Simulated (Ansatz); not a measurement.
**Phonons of TiC (Fm-3m) against volume**

Wanted: Grüneisen parameters and pressure coefficients of the modes of TiC (Fm-3m).

Calculated with Ansatz 0.2.0; DFT PBEsol, scalar-relativistic, plane waves, PAW; PAW set soft_1.

Most raw output is cut from this account.

The database entry behind the starting cell differs from later determinations by our own check (0.1 to 0.3 % short, probably kX units), so it need not match the best structure at ambient conditions.

### 1. The starting structure

It takes space group Fm-3m (No. 225, cubic). Conventional cell: a = 4.319 Å, b = 4.319 Å, c = 4.319 Å, α = 90.00°, β = 90.00°, γ = 90.00°. Nearest to C lie 6 Ti at 2.16 Å. Nearest to Ti lie 6 C at 2.16 Å. Farther neighbours are not listed.

### 2. Relaxation

The cell and atoms are relaxed, since residual forces and stress would shift the frequencies.

input.yaml reads:

```yaml
crystal:
  lattice:
    - [0.0, 2.1593, 2.1593]
    - [2.1593, 0.0, 2.1593]
    - [2.1593, 2.1593, 0.0]
  atoms:
    - { symbol: C, position: [0.5, 0.5, 0.5] }
    - { symbol: Ti, position: [0.0, 0.0, 0.0] }
kpoints:
  mp_grid: { grid: [16, 16, 16] }
hamiltonian:
  xc: pbesol
  pseudopotentials: { kind: paw, azcp: { folder: soft_1 }, xc_functional: pbe }
scf:
  occupations: { method: gaussian, width: 0.1 }
output:
  forces: true
  stress: true
  eigenvalues: true
  write_density: true
  write_potential: true
  elf: true
  volumetric_format: npy
relax:
  adjacent_minimum: "off"
  f_tol: 0.005
  max_steps: 80
  cell: { stress_tol: 0.05 }
```

Started as:

```
$ ansatz run input.yaml --threads 4 --pin off --max-ram 10240MiB --backend cpu --events-out ev --progress --plain --runs-dir out
```

Wall time 2.9 s (4 threads of AMD EPYC 7B13 (Zen 3), shared host); peak memory 0.42 GiB.

Step by step:

```
step  energy less that of the first step (eV)  largest force component (eV/Å)  pressure (GPa)  volume (Å³)
   1                                   0.0000                          0.0000           -4.62        20.14
   2                                  -0.0056                          0.0000           -0.56        19.82
   3                                  -0.0057                          0.0000            0.02        19.78
  4*                                  -0.0052                          0.0000           -0.01        19.78
```

Relaxation steps marked * repeat the geometry before them on a plane-wave basis chosen anew for their cell, so energy and pressure can jump there.

Forces are held to the 48 operations that the run works with; a distortion that breaks them can't arise in this run.

```
conventional cell, symmetrised  before  after  change
                         a (Å)   4.319  4.293  -0.6 %
                         b (Å)   4.319  4.293  -0.6 %
                         c (Å)   4.319  4.293  -0.6 %
              volume (Å³/atom)   10.07   9.89  -1.8 %
```

The relaxed structure:

```cif
data_structure
_symmetry_space_group_name_H-M 'P 1'
_symmetry_Int_Tables_number 1
_cell_length_a 3.0356
_cell_length_b 3.0356
_cell_length_c 3.0356
_cell_angle_alpha 60.000
_cell_angle_beta 60.000
_cell_angle_gamma 60.000
_cell_volume 19.78
loop_
_atom_site_label
_atom_site_type_symbol
_atom_site_fract_x
_atom_site_fract_y
_atom_site_fract_z
_atom_site_occupancy
C1 C 0.50000 0.50000 0.50000 1
Ti2 Ti 0.00000 0.00000 0.00000 1
```

This step gave:

```yaml
pressure: -0.01010 GPa
volume_per_atom: 9.889 Å³
gap_on_the_k_mesh: 0 eV
```

Electrostatic potential energy in the ac plane of the conventional cell at fractional y = 0.000, with atoms of C and Ti within 0.2 Å of it. With pseudopotentials it is smooth inside the atoms' cores, unlike the true potential.

Values in eV, 14 rows by 14 columns, each cell a mean:
```
-27 -26 -14   5  10  -9 -34 -38 -25   3  10  -3 -21 -27
-23 -18  -4  10  13   7  -9 -14  -1  11  13   5 -11 -21
 -5   0   9  14  15  13  10   8  11  14  15  12   5  -3
  9  11  14  15  14  10   5   3   7  12  15  15  13  10
 -1   7  13  14   9  -4 -14 -16 -10   2  12  14  11   3
-31 -15   7  11   0 -18 -26 -27 -23 -10   7  11  -1 -25
-39 -31  -1   9  -5 -23 -27 -27 -27 -16   3   8 -14 -38
-38 -25   3  10  -3 -21 -27 -27 -26 -14   5  10  -9 -34
-14  -1  11  13   5 -11 -21 -23 -18  -4  10  13   7  -9
  8  11  14  15  12   5  -3  -5   0   9  14  15  13  10
  3   7  12  15  15  13  10   9  11  14  15  14  10   5
-16 -10   2  12  14  11   3  -1   7  13  14   9  -4 -14
-27 -23 -10   7  11  -1 -25 -31 -15   7  11   0 -18 -26
-27 -27 -16   3   8 -14 -38 -39 -31  -1   9  -5 -23 -27
```
Columns run along a (4.3 Å; values clipped at the 3rd and 97th percentile), rows up along c (4.3 Å), edges of the conventional cell, whose origin can differ from the input's. Atoms in or near the plane, at fractional coordinates: C at (0.50, 0.00), C at (0.00, 0.50), Ti at (0.00, 0.00), Ti at (0.50, 0.50).

Valence density in the ac plane of the conventional cell at fractional y = 0.000, with atoms of C and Ti within 0.2 Å of it. It is the smooth field of the valence electrons, not physical close to the nuclei.

Ten even steps from '0' (0 e/Å³) to '9' (11 e/Å³), each cell a mean:
```
85100011100027
32000000000012
00000000000000
00000000000000
00000011100000
10000256310001
11000389610001
11000278510001
00000123200000
00000000000000
00000000000000
11000000000001
63100011000025
96100011100038
```
Columns run along a (4.3 Å), rows up along c (4.3 Å), edges of the conventional cell, whose origin can differ from the input's. Atoms in or near the plane, at fractional coordinates: C at (0.50, 0.00), C at (0.00, 0.50), Ti at (0.00, 0.00), Ti at (0.50, 0.50).

ELF in the ac plane of the conventional cell at fractional y = 0.000, with atoms of C and Ti within 0.2 Å of it. It is the smooth field of the valence electrons, not physical close to the nuclei.

Ten even steps from '_' (0.10) to '@' (0.76), each cell a mean:
```
%%@@++::##@@==::##@@==--%%@@
%%**::..##@@@@%%@@@@==..==%%
--::__..==########**--__..--
++==--::....::--::....--====
@@@@%%--__::++**==....**@@@@
++%%@@==::**@@@@%%==::##@@##
__++@@++--%%%%##@@**--##%%::
::##@@==--%%@@%%@@++::##@@==
%%@@@@==..==%%%%**::..##@@@@
####**--__..----::__..==####
--::....--====++==--::....::
**==....**@@@@@@@@%%--__::++
@@%%==::##@@##++%%@@==::**@@
##@@**--##%%::__++@@++--%%%%
```
Columns run along a (4.3 Å), rows up along c (4.3 Å), edges of the conventional cell, whose origin can differ from the input's. Atoms in or near the plane, at fractional coordinates: C at (0.50, 0.00), C at (0.00, 0.50), Ti at (0.00, 0.00), Ti at (0.50, 0.50).

In this step the volume went from 10.07 to 9.89 Å³/atom.

### 3. Tight relaxation

Phonons need small forces and stress, so the relaxation is finished with tight tolerances on 16×16×16 k points.

input.yaml, the sections that differ from step 2:

```yaml
crystal:
  lattice:
    - [0.0, 2.146466286, 2.146466286]
    - [2.146466286, 0.0, 2.146466286]
    - [2.146466286, 2.146466286, 0.0]
  atoms:
    - { symbol: C, position: [0.5, 0.5, 0.5] }
    - { symbol: Ti, position: [0.0, 0.0, 0.0] }
scf:
  occupations: { method: methfessel_paxton, width: 0.2 }
output:
  forces: true
  stress: true
  eigenvalues: true
relax:
  adjacent_minimum: "off"
  f_tol: 0.001
  max_steps: 60
  cell: { stress_tol: 0.01 }
# kpoints, hamiltonian: as in step 2
```

The job ended after 2.3 s (4 threads; peak memory 0.41 GiB; 7.5 s of CPU time).

Little changed from the start: no atom moved by 0.005 Å and no cell edge by 0.1 %.

This step gave:

```
pressure : -0.001472 GPa
```

The forces vanish by symmetry and the pressure is -0.001 GPa, within the tolerances set. The cell now holds 9.89 Å³/atom.

### 4. Modes at rest

Phonons follow from the second derivative of the energy, found here by linear response.

The modes at rest are the reference of the series.

input.yaml, the sections that differ from step 3:

```yaml
crystal:
  lattice:
    - [0.0, 2.1464433182, 2.1464433182]
    - [2.1464433182, 0.0, 2.1464433182]
    - [2.1464433182, 2.1464433182, 0.0]
  atoms:
    - { symbol: C, position: [0.5, 0.5, 0.5] }
    - { symbol: Ti, position: [0.0, 0.0, 0.0] }
output:
  eigenvalues: true
phonons:
  method: dfpt
# kpoints, hamiltonian, scf: as in step 3
# relax: removed
```

It took 5.8 s on 4 threads; peak memory 0.62 GiB.

This step gave:

```
sum-rule residual before enforcement                    : 2.62e-5 eV/Å²
point group                                             : m-3m
highest optical mode at the zone centre (no LO-TO term) : 542.5 cm⁻¹
lowest optical zone-centre mode                         : 542.5 cm⁻¹
```

Patterns of degenerate modes are one choice out of their space. Modes at Γ, with each element's share of the kinetic energy:

```
mode  frequency (cm⁻¹)  symmetry  C %  Ti %
   1               0.0  acoustic   20    80
   2               0.0  acoustic   20    80
   3               0.0  acoustic   20    80
   4             542.5       T1u   80    20
   5             542.5       T1u   80    20
   6             542.5       T1u   80    20
```

Displacements in mode 4 (542.5 cm⁻¹), the largest set to 1:
```
C1   0.00  0.00  1.00
Ti2  0.00  0.00 -0.25
```

Before it was imposed, the acoustic sum rule was missed by 2.6e-5 eV/Å². Small misses are needed for a sound result but don't prove that mesh and cutoff are converged. The lowest optical mode is real, 542 cm⁻¹.

### 5. Ground state of a member: 1.06 times the volume at rest

The cell is set to 1.06 times the volume at rest; symmetry leaves nothing else free, so this is a single point.

input.yaml, the sections that differ from step 4:

```yaml
crystal:
  lattice:
    - [0.0, 2.1885411299, 2.1885411299]
    - [2.1885411299, 0.0, 2.1885411299]
    - [2.1885411299, 2.1885411299, 0.0]
  atoms:
    - { symbol: C, position: [0.5, 0.5, 0.5] }
    - { symbol: Ti, position: [0.0, 0.0, 0.0] }
output:
  forces: true
  stress: true
  eigenvalues: true
# kpoints, hamiltonian, scf: as in step 4
# phonons: removed
```

Run time: 0.73 s. Hardware: 4 threads; peak memory 0.4 GiB.

This step gave:

| Item | Value |
| --- | --- |
| pressure | -13.86 GPa |
| volume per atom | 10.48 Å³ |

The forces vanish by symmetry, at a pressure of -13.86 GPa.

### 6. Zone-centre modes of the member: 1.06 times the volume at rest

The zone-centre modes follow for 1.06 times the volume at rest.

Edit input.yaml of step 5 so:

```diff
@@ -16,4 +16,4 @@
 output:
-  forces: true
-  stress: true
   eigenvalues: true
+phonons:
+  method: dfpt
```

Elapsed: 6.4 s, on 4 threads; peak memory 0.63 GiB.

This step gave:

| Item | Value |
| --- | --- |
| sum-rule residual before enforcement | 6.24e-5 eV/Å² |
| highest optical mode at the zone centre (no LO-TO term) | 483.3 cm⁻¹ |
| lowest optical zone-centre mode | 483.3 cm⁻¹ |

Patterns of degenerate modes are one choice out of their space. The modes at Γ (shares of kinetic energy by element, %):

```
mode  frequency (cm⁻¹)  symmetry  C %  Ti %
   1               0.0  acoustic   20    80
   2               0.0  acoustic   20    80
   3               0.0  acoustic   20    80
   4             483.3       T1u   80    20
   5             483.3       T1u   80    20
   6             483.3       T1u   80    20
```

The optical mode lies at 483.3 cm⁻¹.

For the highest optical mode at the zone centre (no LO-TO term), step 4 gave 542 cm⁻¹; this run, with volume ratio 1.06, gives 483 cm⁻¹ (-11 %).

### 7. Ground state of a member: 0.9 times the volume at rest

The cell is set to 0.9 times the volume at rest; symmetry leaves nothing else free, so this is a single point.

input.yaml, the sections that differ from step 6:

```yaml
crystal:
  lattice:
    - [0.0, 2.0723682384, 2.0723682384]
    - [2.0723682384, 0.0, 2.0723682384]
    - [2.0723682384, 2.0723682384, 0.0]
  atoms:
    - { symbol: C, position: [0.5, 0.5, 0.5] }
    - { symbol: Ti, position: [0.0, 0.0, 0.0] }
output:
  forces: true
  stress: true
  eigenvalues: true
# kpoints, hamiltonian, scf: as in step 6
# phonons: removed
```

Run time: 0.66 s. Hardware: 4 threads; peak memory 0.38 GiB.

Numbers from this step:

```
pressure        : 34.75 GPa
volume per atom : 8.900 Å³
```

The forces vanish by symmetry, at a pressure of 34.75 GPa.

### 8. Modes of this member: 0.9 times the volume at rest

The zone-centre modes follow for 0.9 times the volume at rest.

Edit input.yaml of step 7 so:

```diff
@@ -16,4 +16,4 @@
 output:
-  forces: true
-  stress: true
   eigenvalues: true
+phonons:
+  method: dfpt
```

Wall time 5.5 s (4 threads); peak memory 0.6 GiB; 18 s of CPU time.

This step gave:

```yaml
sum_rule_residual_before_enforcement: 9.90e-5 eV/Å²
highest_optical_mode_at_the_zone_centre_no_lo_to_term: 650.5 cm⁻¹
lowest_optical_zone_centre_mode: 650.5 cm⁻¹
```

Patterns of degenerate modes are one choice out of their space. The modes at Γ (shares of kinetic energy by element, %):

```
mode  frequency (cm⁻¹)  symmetry  C %  Ti %
   1               0.0  acoustic   20    80
   2               0.0  acoustic   20    80
   3               0.0  acoustic   20    80
   4             650.5       T1u   80    20
   5             650.5       T1u   80    20
   6             650.5       T1u   80    20
```

The optical mode lies at 650.5 cm⁻¹.

For the highest optical mode at the zone centre (no LO-TO term), step 4 gave 542 cm⁻¹; this run, with volume ratio 0.9, gives 650 cm⁻¹ (+20 %).

### 9. All members side by side

The members are set side by side, also those not shown above.

Each row is one cell with its response, relaxed at fixed volume as far as symmetry leaves anything free; energies are extrapolated to zero smearing, and E0 is that at rest; shape and atoms are relaxed in each cell where symmetry leaves them free; all runs use 16×16×16 k points and Methfessel-Paxton smearing of 0.2 eV. State of the crystal along the series:

```
volume ratio  V (Å³/atom)  pressure (GPa)  E - E0 (meV/atom)
         0.9          8.9           34.75              98.24
        0.92        9.098           26.33              60.63
        0.94        9.296           18.72              32.91
        0.96        9.494           11.84              14.13
        0.98        9.691           5.624              3.409
        0.99         9.79           2.741             0.8416
           1        9.889       -0.001472                  0
        1.02        10.09           -5.09              3.198
        1.04        10.29          -9.695              12.38
        1.06        10.48          -13.86              26.96
```

Each mode is tracked from rest by its pattern, and modes that stay within 0.3 cm⁻¹ of each other stand once; shape and atoms are relaxed in each cell where symmetry leaves them free; all runs use 16×16×16 k points and Methfessel-Paxton smearing of 0.2 eV. Optical modes along the series:

```
V (Å³/atom)  mode 4 T1u (cm⁻¹)
        8.9              650.5
      9.098              627.9
      9.296              605.8
      9.494              584.2
      9.691              563.1
       9.79              552.8
      9.889              542.5
      10.09              522.3
      10.29              502.6
      10.48              483.3
```

From cubic fits (parabolas where under five rows exist) of ln ω and P against ln V through the rows within about 4 % of rest: γ = −d ln ω / d ln V and dω/dP = γ ω / B. Slopes at rest:

```
      mode  fitted frequency at rest (cm⁻¹)  Grüneisen parameter γ  dω/dP (cm⁻¹/GPa)
mode 4 T1u                            542.5                   1.88              3.81
```

### 10. Summary of results

```
members                                                          : 10
highest optical mode at the zone centre (no LO-TO term), at rest : 542.5 cm⁻¹
bulk modulus at rest                                             : 267 GPa
mode 4 T1u, γ                                                    : 1.88
```

**Reading.** The series spans -13.9 to 34.8 GPa, and the slope at rest gives a bulk modulus of 267 GPa. The optical mode has γ = 1.88 and moves by 3.8 cm⁻¹ for each GPa. One k mesh and one cutoff serve the ground states and modes of all volumes. These are harmonic frequencies at zero temperature: anharmonic shifts, linewidths and thermal expansion are left out. With no gap, or one that is small against the smearing, the frequencies hang on the k mesh and the smearing, most of all near Kohn anomalies. The PAW files were made for PBE; the program adapts parts of them to the functional of the run, but their partial waves stay those of PBE, an approximation that was not tested in this session. Only the zone centre was solved, so an instability at another wavevector cannot show here.

[Logs are printed without paths, hosts, clocks, repeated set-up lines and the standing remarks that a program may print on its own settings, such as how far it seeks lower states.]

[Hosts, paths, dates, database ids (printed as entryN), source tags and the programs' standing remarks are cut or masked in the printed files.]
